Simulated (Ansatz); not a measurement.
# Random rock-salt alloy of NbC and TiC (64 atoms) under strain: runs compared

How stiff is random rock-salt alloy of NbC and TiC (64 atoms)?

Computed with Ansatz 0.2.0: Kohn-Sham DFT, PBE, PAW (set soft_1), plane waves.

**1. The cell as built**

The cell holds 64 atoms: 28 Ti, 32 C and 4 Nb. Cell: a = 8.692 Å, b = 8.692 Å, c = 8.692 Å, α = 90.0°, β = 90.0°, γ = 90.0°. It derives from NbC (rock-salt) and TiC, repeated 2×2×2. Rock-salt NbC, 2 x 2 x 2 conventional cells, 28 of 32 Nb sites given to Ti at random (x = 0.875), lattice by Vegard's rule (a = 4.346 Å); not relaxed, displaced by a Gaussian of 0.02 Å.

**2. The reference run**

The reference is a single point at the end of the relaxation.

Every strained cell starts from the geometry of this run, and its atoms are relaxed with the cell held.

Its input, with most atom lines left out:

```yaml
crystal:
  lattice:
    - [8.70659, 0.00018, 0.00106]
    - [0.00018, 8.70062, -0.00019]
    - [0.00106, -0.00019, 8.70606]
  atoms:
    - { symbol: Ti, position: [0.00113, 0.99927, 0.99892] }
    - { symbol: C, position: [0.25024, 0.99963, 0.99974] }
    - { symbol: Ti, position: [0.00016, 0.25038, 0.24982] }
    - { symbol: C, position: [0.25017, 0.25034, 0.24768] }
    - { symbol: Ti, position: [0.25105, 0.99921, 0.24885] }
    - { symbol: C, position: [0.00024, 0.002, 0.24976] }
    - { symbol: Ti, position: [0.24954, 0.25037, 0.00055] }
    [... atom lines 8 to 64 left out ...]
kpoints:
  mp_grid: { grid: [2, 2, 2] }
hamiltonian:
  xc: pbe
  pseudopotentials: { kind: paw, azcp: { folder: soft_1 } }
scf:
  occupations: { method: gaussian, width: 0.05 }
output:
  forces: true
  stress: true
  populations: true
  dos:
    method: { smearing: { sigma: 0.1 } }
    de: 0.1
    projected: { site_lists: { C: [C], Nb: [Nb], Ti: [Ti] } }
  eigenvalues: true
  write_density: true
  write_potential: true
  volumetric_format: npy
```

| Item | Value |
| --- | --- |
| free energy per atom | -1504.4286 eV/atom |
| r.m.s. force component | 0.00527 eV/Å |
| pressure | 0.007337 GPa |

4 levels are partly filled, by over 2 % (on the run's k-points): at this level the cell shows no clear gap.

**3. The runs**

Each row is one run, on 8 threads of AMD EPYC 9B45 (Zen 5), shared host. The free energy is the program's total, comparable only between runs with the same functional, potentials and atoms.

| run | atoms | outcome | ionic steps, all passes | free energy (eV) | time | host memory (GiB) |
| --- | --- | --- | --- | --- | --- | --- |
| Single point at the start | 64 | converged | - | -96282.676 | 12 s | 7.6 |
| Cell and atoms relaxed | 64 | converged | 4 | -96283.431 | 25 s | 7.8 |
| Single point at the relaxed geometry | 64 | converged | - | -96283.431 | 14 s | 7.6 |
| Volume -3 % | 64 | converged | 2 | -96282.927 | 15 s | 7.5 |
| Volume +3 % | 64 | converged | 2 | -96282.976 | 18 s | 7.8 |
| Volume -6 % | 64 | converged | 2 | -96281.310 | 14 s | 7.3 |
| Volume +6 % | 64 | converged | 2 | -96281.697 | 18 s | 8.0 |
| Volume -10 % | 64 | converged | 3 | -96277.097 | 18 s | 7.1 |
| Stretched by 1 % along x | 64 | converged | 2 | -96283.323 | 16 s | 7.7 |

In some runs the program notes that the SCF threshold is loose for the stress.

**4. Pressure against volume**

Atoms are relaxed at each volume, in the scaled cell.

| volume change (%) | volume (Å³/atom) | energy change (meV/atom) | pressure (GPa) | largest move on relaxing (Å) | bonds |
| --- | --- | --- | --- | --- | --- |
| -10 | 9.274 | 98.96 | 33.58 | 0.01 | 192 |
| -6 | 9.687 | 33.14 | 18.10 | 0.01 | 192 |
| -3 | 9.996 | 7.88 | 8.37 | 0.00 | 192 |
| +0 | 10.305 | 0.00 | 0.01 | - | 192 |
| +3 | 10.614 | 7.11 | -7.19 | 0.00 | 192 |
| +6 | 10.923 | 27.10 | -13.36 | 0.01 | 192 |

**5. Uniaxial strain and shear**

Stress (GPa, compression positive) less that of the relaxed cell, atoms relaxed:

| strain | xx | yy | zz | xy | energy change (meV/atom) |
| --- | --- | --- | --- | --- | --- |
| stretched by 1 % along x | -5.179 | -1.052 | -1.182 | 0.000 | 1.68 |

**6. What came out**

The bulk modulus, from the slope of pressure against ln V over the three points nearest the relaxed volume, is 259 GPa; a quadratic over all points gives a pressure derivative of about 4.3.

Caveats: Strains are finite and relaxations stop at the force tolerance of the input, which can leave moduli too stiff; they are those of a static cell at zero temperature. Volumes are changed with the cell's shape held, so in an anisotropic solid the modulus lies over the one under free hydrostatic load. The program notes that the SCF threshold of the relaxations is loose for the stress. The host structure and its lattice constant were typed by rule, without a check against the phase diagram.

The DFT runs together took 2.5 min of wall time.

[Logs are printed without paths, hosts, clocks, repeated set-up lines and the standing remarks that a program may print on its own settings, such as how far it seeks lower states.]

[Hosts, paths, dates, database ids (printed as entryN), source tags and the programs' standing remarks are cut or masked in the printed files.]
